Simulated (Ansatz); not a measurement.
## (AlN)2(ZnO)2 [0001] superlattice, started as wurtzite: from the cell to its phonons

Aim: the vibrations of (AlN)2(ZnO)2 [0001] superlattice, started as wurtzite, their spectra, and whether the structure is stable.

Method: DFT LDA, scalar-relativistic, plane waves, PAW, in Ansatz 0.2.0.

The structure was built from a prototype and need not be the compound's stable phase.

### 1. The starting structure

It takes space group P3m1 (No. 156, trigonal). Conventional cell: a = 3.180 Å, b = 3.180 Å, c = 10.190 Å, α = 90.00°, β = 90.00°, γ = 120.00°. Nearest to Al lie 1 N at 1.91 Å and 3 O at 1.94 Å. Nearest to Al lie 4 N at 1.91 to 1.94 Å. N has 4 Al at 1.91 to 1.94 Å nearest. Nearest to N lie 1 Al at 1.91 Å and 3 Zn at 1.94 Å. O has 4 Zn at 1.91 to 1.94 Å nearest. O has 1 Zn at 1.91 Å and 3 Al at 1.94 Å nearest. Farther neighbours and most contacts between anions are not listed.

Coordinates:

```cif
data_structure
_symmetry_space_group_name_H-M 'P 1'
_symmetry_Int_Tables_number 1
_cell_length_a 3.1800
_cell_length_b 3.1800
_cell_length_c 10.1900
_cell_angle_alpha 90.000
_cell_angle_beta 90.000
_cell_angle_gamma 120.000
_cell_volume 89.24
loop_
_atom_site_label
_atom_site_type_symbol
_atom_site_fract_x
_atom_site_fract_y
_atom_site_fract_z
_atom_site_occupancy
Al1 Al 0.33333 0.66667 0.00000 1
Al2 Al 0.66667 0.33333 0.25000 1
N3 N 0.33333 0.66667 0.18750 1
N4 N 0.66667 0.33333 0.43750 1
O5 O 0.33333 0.66667 0.68750 1
O6 O 0.66667 0.33333 0.93750 1
Zn7 Zn 0.33333 0.66667 0.50000 1
Zn8 Zn 0.66667 0.33333 0.75000 1
```

### 2. Rough relaxation

A rough relaxation comes first, because large forces or stress need no tight tolerances yet.

Contents of input.yaml:

```yaml
crystal:
  lattice:
    - [3.18, 0.0, 0.0]
    - [-1.59, 2.75396, 0.0]
    - [0.0, 0.0, 10.19]
  atoms:
    - { symbol: Al, position: [0.333333, 0.666667, 0.0] }
    - { symbol: Al, position: [0.666667, 0.333333, 0.25] }
    - { symbol: "N", position: [0.333333, 0.666667, 0.1875] }
    - { symbol: "N", position: [0.666667, 0.333333, 0.4375] }
    - { symbol: O, position: [0.333333, 0.666667, 0.6875] }
    - { symbol: O, position: [0.666667, 0.333333, 0.9375] }
    - { symbol: Zn, position: [0.333333, 0.666667, 0.5] }
    - { symbol: Zn, position: [0.666667, 0.333333, 0.75] }
kpoints:
  mp_grid: { grid: [9, 9, 2] }
hamiltonian:
  xc: lda
scf:
  occupations: { method: gaussian, width: 0.1 }
output:
  forces: true
  stress: true
  eigenvalues: true
relax:
  adjacent_minimum: "off"
  f_tol: 0.05
  max_steps: 80
  cell: { stress_tol: 0.5 }
```

Command:

```sh
ansatz run input.yaml --threads 8 --pin off --max-ram 14336MiB --backend cpu --events-out ev --progress --plain --runs-dir out
```

Numbers of over 12 decimals in the logs are rounded to 6 here.

Log:

```text
[...]
atoms:
    - { symbol: Al, position: [0.333333, 0.666667, -0.026530] }
    - { symbol: Al, position: [0.666667, 0.333333, 0.235131] }
    - { symbol: N, position: [0.333333, 0.666667, 0.192701] }
    - { symbol: N, position: [0.666667, 0.333333, 0.460059] }
    - { symbol: O, position: [0.333333, 0.666667, 0.764970] }
    - { symbol: O, position: [0.666667, 0.333333, 0.977781] }
    - { symbol: Zn, position: [0.333333, 0.666667, 0.459064] }
    - { symbol: Zn, position: [0.666667, 0.333333, 0.686824] }
[key lines of the parts left out:]
SCF converged after 6 iterations
Free energy (F): -9383.254327 eV
Fermi energy:    10.287519 eV
P = ⅓ Tr σ = 0.0063 GPa (0.063 kbar)
```

Run time: 13 s. Hardware: 8 threads of Intel Xeon 6975P-C (Granite Rapids), shared host; peak memory 0.57 GiB; 83 s of CPU time.

The steps of the relaxation:

```csv
step,energy less that of the first step (eV),largest force component (eV/Å),pressure (GPa),volume (Å³)
1,0.0000,2.3214,-3.59,89.24
2,-0.3199,1.7622,-2.00,88.26
3,-0.6291,0.9491,2.15,86.99
4,-0.7432,0.3215,0.41,88.63
5,-0.7823,0.2242,-0.09,88.60
6,-0.9915,0.6489,-2.28,87.44
7,-1.3137,1.5416,-3.51,85.32
8,-1.5983,1.3668,1.29,81.49
9,-1.7571,1.0194,3.61,80.25
10,-1.8022,0.4759,-3.08,83.00
11,-1.3745,4.1209,5.23,81.25
12,-1.8588,0.2242,1.99,81.14
13,-1.8660,0.1119,-0.17,81.92
14,-1.8671,0.0126,0.00,81.85
15*,-1.8645,0.0121,-0.12,81.85
16,-1.8653,0.0278,0.01,81.79
17*,-1.8650,0.0279,0.01,81.79
```

Relaxation steps marked * repeat the geometry before them on a plane-wave basis chosen anew for their cell, so energy and pressure can jump there. Relaxation step 11 was tried and not accepted.

Forces are held to the 6 operations that the run works with; a distortion that breaks them can't arise in this run.

```csv
cell as run,before,after,change
a (Å),3.180,3.271,+2.9 %
b (Å),3.180,3.271,+2.9 %
c (Å),10.190,8.828,-13.4 %
volume (Å³/atom),11.15,10.22,-8.4 %
```

The atoms that moved most (Å, as changes of fractional coordinates times the final cell):

```csv
atom,dx,dy,dz,length
O5,0.000,0.000,0.684,0.684
Zn8,0.000,0.000,-0.558,0.558
Zn7,0.000,0.000,-0.361,0.361
O6,0.000,0.000,0.356,0.356
Al1,0.000,0.000,-0.234,0.234
N4,0.000,0.000,0.199,0.199
Al2,0.000,0.000,-0.131,0.131
N3,0.000,0.000,0.046,0.046
```

Final coordinates:

```cif
data_structure
_symmetry_space_group_name_H-M 'P 1'
_symmetry_Int_Tables_number 1
_cell_length_a 3.2708
_cell_length_b 3.2708
_cell_length_c 8.8278
_cell_angle_alpha 90.000
_cell_angle_beta 90.000
_cell_angle_gamma 120.000
_cell_volume 81.79
loop_
_atom_site_label
_atom_site_type_symbol
_atom_site_fract_x
_atom_site_fract_y
_atom_site_fract_z
_atom_site_occupancy
Al1 Al 0.33333 0.66667 0.97347 1
Al2 Al 0.66667 0.33333 0.23513 1
N3 N 0.33333 0.66667 0.19270 1
N4 N 0.66667 0.33333 0.46006 1
O5 O 0.33333 0.66667 0.76497 1
O6 O 0.66667 0.33333 0.97778 1
Zn7 Zn 0.33333 0.66667 0.45906 1
Zn8 Zn 0.66667 0.33333 0.68682 1
```

A gap read on the k-mesh alone can miss the band edges.

Numbers from this step:

```yaml
pressure: 0.006298 GPa
volume_per_atom: 10.22 Å³
gap_on_the_k_mesh: 0.6876 eV
direct_gap_on_mesh: 0.6894 eV
```

In this step the volume went from 11.15 to 10.22 Å³/atom.

### 3. Relaxation

The cell and atoms are relaxed, since residual forces and stress would shift the frequencies.

Contents of input.yaml:

```yaml
crystal:
  lattice:
    - [3.2707745736, 0.0, 0.0]
    - [-1.6353872868, 2.8325738708, 0.0]
    - [0.0, 0.0, 8.8278310285]
  atoms:
    - { symbol: Al, position: [0.3333333333, 0.6666666667, -0.0265297874] }
    - { symbol: Al, position: [0.6666666667, 0.3333333333, 0.2351310785] }
    - { symbol: "N", position: [0.3333333333, 0.6666666667, 0.192701422] }
    - { symbol: "N", position: [0.6666666667, 0.3333333333, 0.4600586319] }
    - { symbol: O, position: [0.3333333333, 0.6666666667, 0.7649699113] }
    - { symbol: O, position: [0.6666666667, 0.3333333333, 0.9777810695] }
    - { symbol: Zn, position: [0.3333333333, 0.6666666667, 0.4590640337] }
    - { symbol: Zn, position: [0.6666666667, 0.3333333333, 0.6868236404] }
kpoints:
  mp_grid: { grid: [9, 9, 4] }
hamiltonian:
  xc: lda
scf:
  occupations: { method: gaussian, width: 0.02 }
output:
  forces: true
  stress: true
  eigenvalues: true
  write_density: true
  write_potential: true
  elf: true
  volumetric_format: npy
relax:
  adjacent_minimum: "off"
  f_tol: 0.005
  max_steps: 80
  cell: { stress_tol: 0.05 }
```

Log:

```text
[...]
Crystal: 8 atoms, lattice volume = 81.787 Å³
Basis set: ecut = 420 eV, 1625 PW (Γ)
Bands: 34, of which v1, the nominal top of the filled ones, is band 26 counted from 1 (25 counted from 0)
Symmetry: 6 space group operations
[...]
k-points: 43 of 324 (time reversal used)
[...]
SCF iter   1: F=—  HF=-9383.297073 eV  |F-HF|=—  |Δ(HF+E_count)|=         —  Δρ=1.36e-2  dr2=1.47e-1  ethr=1.77e-3  ⟨swp⟩=6.6  Hψ=6919  notcnv=0
[...]
SCF iter   8: F=-9383.254238 eV  HF=-9383.254238 eV  |F-HF|=1.68e-8  |Δ(HF+E_count)|=   3.73e-8  Δρ=5.09e-6  dr2=2.45e-8  ethr=1.92e-10  ⟨swp⟩=12.9  Hψ=10136  notcnv=0
SCF 1 converged in 8 iterations: F = -9383.254238 eV  dr2 = 2.45e-8
[...]
relax step   1: F+E_penalty+E_count = -9383.25423786 eV  Δ(F+E_penalty+E_count) = +0.000e0 eV  max|allowed force component| = 2.766e-2 eV/Å  Δτ_max = 0.0000 Å  P = +0.008 GPa  Ω = 81.787 Å³  (8 SCF iters, dr2 threshold 1.00e-7 eV, accepted)
Crystal: 8 atoms, lattice volume = 81.792 Å³
[...]
SCF iter   6: F=-9383.254241 eV  HF=-9383.254241 eV  |F-HF|=2.47e-10  |Δ(HF+E_count)|=   2.38e-9  Δρ=4.73e-7  dr2=3.13e-10  ethr=1.42e-11  ⟨swp⟩=5.1  Hψ=7732  notcnv=0
SCF 2 converged in 6 iterations: F = -9383.254241 eV  dr2 = 3.13e-10
relax step   2: F+E_penalty+E_count = -9383.25424125 eV  Δ(F+E_penalty+E_count) = -3.387e-6 eV  max|allowed force component| = 1.387e-2 eV/Å  Δτ_max = 0.0006 Å  P = -0.000 GPa  Ω = 81.792 Å³  energy of the carried Pulay correction = -2.404e-5 eV  (6 SCF iters, dr2 threshold 4.78e-8 eV, accepted)
[...]
SCF iter   6: F=-9383.254257 eV  HF=-9383.254257 eV  |F-HF|=4.51e-10  |Δ(HF+E_count)|=   1.73e-9  Δρ=5.40e-7  dr2=5.76e-10  ethr=1.11e-11  ⟨swp⟩=5.0  Hψ=7892  notcnv=0
SCF 3 converged in 6 iterations: F = -9383.254257 eV  dr2 = 5.76e-10
relax step   3: F+E_penalty+E_count = -9383.25425690 eV  Δ(F+E_penalty+E_count) = -1.565e-5 eV  max|allowed force component| = 2.677e-3 eV/Å  Δτ_max = 0.0007 Å  P = +0.002 GPa  Ω = 81.792 Å³  energy of the carried Pulay correction = -2.575e-5 eV  (6 SCF iters, dr2 threshold 1.20e-8 eV, accepted)
[...]
SCF iter   1: F=—  HF=-9383.254275 eV  |F-HF|=—  |Δ(HF+E_count)|=         —  Δρ=8.17e-7  dr2=8.23e-10  ethr=1.02e-7  ⟨swp⟩=3.0  Hψ=10864  notcnv=0
eigensolver tolerance schedule: the retry pair's looser diagonalisation over-reported the residual by 64366.97 of it (diagonalisation noise at an unbounded share of the residual, at the tolerance the schedule requests for it); recorded, not acted on — ethr = c·dr2/N_el stays at c = 1.0e-1
[...]
SCF iter   2: F=—  HF=-9383.254275 eV  |F-HF|=—  |Δ(HF+E_count)|=   1.36e-7  Δρ=5.28e-7  dr2=3.38e-10  ethr=1.58e-12  ⟨swp⟩=3.2  Hψ=3449  notcnv=0
[...]
SCF iter   8: F=-9383.254275 eV  HF=-9383.254275 eV  |F-HF|=1.82e-12  |Δ(HF+E_count)|=  3.64e-12  Δρ=4.17e-9  dr2=2.12e-14  ethr=1.00e-12  ⟨swp⟩=3.0  Hψ=5122  notcnv=0
SCF 4 converged in 8 iterations: F = -9383.254275 eV  dr2 = 2.12e-14
relax step   4: F+E_penalty+E_count = -9383.25427500 eV  Δ(F+E_penalty+E_count) = -1.810e-5 eV  max|allowed force component| = 2.686e-3 eV/Å  Δτ_max = 0.0000 Å  P = +0.002 GPa  Ω = 81.792 Å³  stress off target by 8.16e-3 GPa  SCF on the basis re-selected at this cell (its energy is not comparable with the rows above)  (8 SCF iters)
basis re-selected at this cell: Δ(F+E_penalty+E_count) = -1.810e-5 eV, ΔP = +0.000 GPa vs the last step (what re-selecting the basis moved, of the pressure what is left beyond the Pulay correction that the steps carried, after the strain that the cell walked since its last selection, with what the two solves' SCF thresholds leave and, on support functions, any second-order correction that the steps lacked; it is no m [...]
SCF converged after 8 iterations
Free energy (F): -9383.254275 eV
[...]
Internal energy: -9383.254275 eV  (E = F + TS)
E sigma→0 (E₀):  -9383.254275 eV
Fermi energy:    10.274572 eV
[...]
--- Forces (eV/Å), atoms counted from 1 ---
  atom   1  Al     0.00000000     0.00000000     0.00087738
  atom   2  Al     0.00000000    -0.00000000    -0.00147832
  atom   3  N      0.00000000    -0.00000000    -0.00077795
  atom   4  N     -0.00000000    -0.00000000    -0.00112285
  atom   5  O     -0.00000000    -0.00000000    -0.00269627
  atom   6  O      0.00000000     0.00000000     0.00119322
  atom   7  Zn     0.00000000     0.00000000     0.00197912
  atom   8  Zn     0.00000000    -0.00000000     0.00193971
  max |Σ_I F_I| component: 8.60e-5 eV/Å
--- Stress (GPa, compression-positive) ---
        0.007717       0.000000       0.000000
       -0.000000       0.007717      -0.000000
        0.000000      -0.000000      -0.008157
  P = ⅓ Tr σ = 0.0024 GPa (0.024 kbar)
--- Band table (eV; the first three rows and the last of 43) ---
  k-point 0: bands = [... 22 lower, 7.2177, 7.8882, 9.9274, 9.9274, 10.6192, 13.3693, 13.6299, 14.3541, ... 4 higher]
  k-point 1: bands = [... 22 lower, 7.2422, 7.5516, 9.9285, 9.9285, 10.9727, 12.7942, 13.9877, 14.3769, ... 4 higher]
  k-point 2: bands = [... 22 lower, 7.2583, 7.2583, 9.9292, 9.9292, 11.4674, 12.2511, 14.1764, 14.3694, ... 4 higher]
  k-point 42: bands = [... 22 lower, 6.1321, 6.7977, 7.4592, 7.4794, 14.7380, 15.0989, 15.1142, 15.4799, ... 4 higher]
--- Relaxed structure (3 steps of the walk, 3 accepted, 1 SCFs on fresh bases) ---
[...]
cell:  # Å, volume = 81.7924 Å³
    - [3.270936, 0, 0]
    - [-1.635468, 2.832714, 0]
    - [0, 0, 8.827509]
  atoms:
    - { symbol: Al, position: [0.333333, 0.666667, -0.026462] }
    - { symbol: Al, position: [0.666667, 0.333333, 0.235044] }
    - { symbol: N, position: [0.333333, 0.666667, 0.192558] }
    - { symbol: N, position: [0.666667, 0.333333, 0.459943] }
    - { symbol: O, position: [0.333333, 0.666667, 0.765119] }
    - { symbol: O, position: [0.666667, 0.333333, 0.977829] }
    - { symbol: Zn, position: [0.333333, 0.666667, 0.459122] }
    - { symbol: Zn, position: [0.666667, 0.333333, 0.686846] }
```

Elapsed: 3.7 s, on 8 threads; peak memory 0.58 GiB.

Little changed from the start: no atom moved by 0.005 Å and no cell edge by 0.1 %.

Numbers from this step:

```
pressure           : 0.002426 GPa
gap on the k-mesh  : 0.6900 eV
direct gap on mesh : 0.6918 eV
```

Valence density in the ac plane at fractional y = 0.333, with atoms of Al and N and O and Zn within 0.2 Å of it. It is the smooth field of the valence electrons, not physical close to the nuclei.

Ten steps, logarithmic in the rise over the least value, from '0' (0 e/Å³) to '9' (34 e/Å³), each cell a mean:
```
10000012356665432
00000011234554321
00000000112222110
00000000000000000
00111000001111000
11111111123443211
11111111357886421
00000012368997521
00000001235664311
00000000112222110
00000001122222111
11111111234444321
11111112345554432
11111112344554321
00000011223333211
00000000111111110
00000000000000000
11111110000000000
11111111000000001
11111111000000001
01111000000000000
00000000011111100
00000001123333211
10000012345665421
```
Columns run along a (3.3 Å), rows up along c (8.8 Å). Atoms in or near the plane, at fractional coordinates: Al at (0.67, 0.24), N at (0.67, 0.46), O at (0.67, 0.98), Zn at (0.67, 0.69).

ELF in the ac plane at fractional y = 0.333, with atoms of Al and N and O and Zn within 0.2 Å of it. It is the smooth field of the valence electrons, not physical close to the nuclei.

Values, 24 rows by 14 columns, each cell a mean:
```
0.54 0.25 0.10 0.14 0.40 0.68 0.80 0.80 0.63 0.38 0.48 0.73 0.81 0.75
0.34 0.16 0.09 0.11 0.24 0.49 0.68 0.79 0.80 0.77 0.78 0.80 0.75 0.60
0.12 0.12 0.14 0.13 0.12 0.17 0.30 0.47 0.60 0.66 0.64 0.55 0.39 0.22
0.14 0.25 0.32 0.30 0.20 0.11 0.09 0.11 0.15 0.18 0.17 0.13 0.10 0.09
0.29 0.44 0.52 0.49 0.38 0.22 0.12 0.10 0.11 0.12 0.12 0.11 0.10 0.14
0.31 0.50 0.58 0.55 0.42 0.22 0.14 0.13 0.12 0.10 0.11 0.13 0.13 0.15
0.20 0.37 0.46 0.44 0.30 0.16 0.13 0.07 0.02 0.01 0.01 0.04 0.11 0.14
0.14 0.18 0.22 0.22 0.16 0.15 0.14 0.05 0.01 0.00 0.00 0.02 0.10 0.16
0.12 0.10 0.09 0.09 0.11 0.14 0.17 0.13 0.06 0.03 0.04 0.09 0.16 0.16
0.14 0.10 0.09 0.09 0.12 0.16 0.19 0.20 0.20 0.20 0.20 0.20 0.20 0.18
0.22 0.16 0.14 0.15 0.18 0.30 0.45 0.55 0.60 0.62 0.61 0.58 0.51 0.38
0.27 0.19 0.18 0.18 0.22 0.41 0.66 0.76 0.72 0.61 0.66 0.75 0.74 0.56
0.28 0.20 0.20 0.20 0.24 0.45 0.72 0.76 0.49 0.17 0.30 0.64 0.78 0.63
0.27 0.19 0.19 0.19 0.23 0.43 0.70 0.78 0.64 0.44 0.52 0.72 0.77 0.59
0.23 0.16 0.16 0.16 0.19 0.35 0.58 0.75 0.81 0.82 0.81 0.79 0.69 0.47
0.16 0.13 0.12 0.12 0.14 0.21 0.36 0.55 0.70 0.77 0.74 0.64 0.46 0.27
0.23 0.25 0.26 0.25 0.24 0.22 0.19 0.17 0.19 0.21 0.20 0.18 0.17 0.20
0.55 0.57 0.57 0.57 0.56 0.48 0.29 0.07 0.02 0.03 0.03 0.02 0.14 0.40
0.71 0.71 0.70 0.70 0.71 0.66 0.45 0.14 0.02 0.04 0.03 0.03 0.26 0.60
0.65 0.67 0.68 0.68 0.66 0.59 0.43 0.19 0.05 0.03 0.03 0.09 0.29 0.54
0.41 0.51 0.55 0.54 0.46 0.34 0.24 0.17 0.17 0.20 0.18 0.16 0.19 0.28
0.17 0.26 0.33 0.31 0.22 0.15 0.17 0.28 0.44 0.54 0.50 0.36 0.21 0.14
0.17 0.14 0.14 0.14 0.15 0.25 0.44 0.65 0.78 0.82 0.80 0.73 0.56 0.33
0.40 0.19 0.10 0.12 0.29 0.56 0.74 0.80 0.73 0.61 0.66 0.78 0.78 0.66
```
Columns run along a (3.3 Å), rows up along c (8.8 Å). Atoms in or near the plane, at fractional coordinates: Al at (0.67, 0.24), N at (0.67, 0.46), O at (0.67, 0.98), Zn at (0.67, 0.69).

Electrostatic potential energy in the ac plane at fractional y = 0.333, with atoms of Al and N and O and Zn within 0.2 Å of it. With pseudopotentials it is smooth inside the atoms' cores, unlike the true potential.

Ten even steps from '_' (-37 eV) to '@' (12 eV), each cell a mean:
```
%%%%######%%%%%%++::________--##@@
@@%%%%%%%%%%@@@@%%++--::::==**@@@@
@@@@@@@@@@@@@@@@@@@@@@%%%%@@@@@@@@
@@@@@@@@@@@@@@@@@@@@@@@@@@@@@@@@@@
@@@@@@@@@@@@@@@@@@%%%%%%%%%%@@@@@@
@@@@@@@@@@@@@@%%##++==----==++##@@
@@@@@@@@@@@@@@**==::..____..::++##
@@@@@@@@@@@@%%**--..________::==##
@@@@@@@@@@@@@@##++--::..::::==**%%
@@@@@@@@@@@@@@@@%%##********%%@@@@
@@@@@@@@@@@@@@@@@@@@%%##%%%%@@@@@@
@@@@@@%%@@@@@@@@%%++::..::--**@@@@
@@%%%%%%%%%%@@@@**..________--##@@
@@@@%%%%%%@@@@@@##--______..==%%@@
@@@@@@@@@@@@@@@@@@%%**++**##%%@@@@
@@@@@@@@@@@@@@@@@@%%######%%%%@@@@
@@@@@@@@@@@@@@%%****++****++**##%%
%%@@@@@@@@@@%%**++**##%%%%##****##
%%@@@@@@@@@@%%**++**##%%%%##****##
@@@@@@@@@@@@@@%%**++**********##%%
@@@@@@@@@@@@@@@@%%##########%%%%@@
@@@@@@@@@@@@@@@@@@@@@@@@@@@@@@@@@@
@@@@%%%%@@@@@@@@@@%%##****##@@@@@@
%%%%######%%%%@@##--..____..==%%@@
```
Columns run along a (3.3 Å; values clipped at the 3rd and 97th percentile), rows up along c (8.8 Å). Atoms in or near the plane, at fractional coordinates: Al at (0.67, 0.24), N at (0.67, 0.46), O at (0.67, 0.98), Zn at (0.67, 0.69).

In this step the volume went from 10.22 to 10.22 Å³/atom.

### 4. Relaxing to small forces for the phonons

Phonons need a cell at rest on their own settings, so the relaxation is repeated with tight tolerances on forces and stress, using the mesh and the filling of the phonon run that follows.

Contents of input.yaml:

```yaml
crystal:
  lattice:
    - [3.2709360915, 0.0, 0.0]
    - [-1.6354680458, 2.8327137494, 0.0]
    - [0.0, 0.0, 8.8275087996]
  atoms:
    - { symbol: Al, position: [0.3333333333, 0.6666666667, -0.0264616805] }
    - { symbol: Al, position: [0.6666666667, 0.3333333333, 0.2350444709] }
    - { symbol: "N", position: [0.3333333333, 0.6666666667, 0.1925578019] }
    - { symbol: "N", position: [0.6666666667, 0.3333333333, 0.4599432607] }
    - { symbol: O, position: [0.3333333333, 0.6666666667, 0.7651188459] }
    - { symbol: O, position: [0.6666666667, 0.3333333333, 0.9778294365] }
    - { symbol: Zn, position: [0.3333333333, 0.6666666667, 0.4591218276] }
    - { symbol: Zn, position: [0.6666666667, 0.3333333333, 0.6868460369] }
kpoints:
  mp_grid: { grid: [9, 9, 4] }
hamiltonian:
  xc: lda
scf:
  occupations: { method: fixed }
output:
  forces: true
  stress: true
  eigenvalues: true
relax:
  adjacent_minimum: "off"
  f_tol: 0.001
  max_steps: 60
  cell: { stress_tol: 0.01 }
```

Log:

```text
[...]
Crystal: 8 atoms, lattice volume = 81.792 Å³
Basis set: ecut = 420 eV, 1625 PW (Γ)
Bands: 34, of which v1, the nominal top of the filled ones, is band 26 counted from 1 (25 counted from 0)
Symmetry: 6 space group operations
[...]
k-points: 43 of 324 (time reversal used)
[...]
atoms:
    - { symbol: Al, position: [0.333333, 0.666667, -0.026463] }
    - { symbol: Al, position: [0.666667, 0.333333, 0.235027] }
    - { symbol: N, position: [0.333333, 0.666667, 0.192550] }
    - { symbol: N, position: [0.666667, 0.333333, 0.459938] }
    - { symbol: O, position: [0.333333, 0.666667, 0.765098] }
    - { symbol: O, position: [0.666667, 0.333333, 0.977831] }
    - { symbol: Zn, position: [0.333333, 0.666667, 0.459155] }
    - { symbol: Zn, position: [0.666667, 0.333333, 0.686864] }
[key lines of the parts left out:]
SCF converged after 5 iterations
Free energy (F): -9383.254236 eV
Fermi energy:    9.929395 eV
P = ⅓ Tr σ = -0.0005 GPa (-0.005 kbar)
```

Wall time 3.6 s (8 threads); peak memory 0.57 GiB; 25 s of CPU time.

Little changed from the start: no atom moved by 0.005 Å and no cell edge by 0.1 %.

Numbers from this step:

* pressure: -4.76e-4 GPa
* gap on the k-mesh: 0.6895 eV
* direct gap on mesh: 0.6914 eV

The largest force component left is 0.69 meV/Å and the pressure is 0.000 GPa, within the tolerances set. The cell now holds 10.22 Å³/atom.

[end of part 1 of 2]

[Logs are printed without paths, hosts, clocks, repeated set-up lines and the standing remarks that a program may print on its own settings, such as how far it seeks lower states.]

[Hosts, paths, dates, database ids (printed as entryN), source tags and the programs' standing remarks are cut or masked in the printed files.]
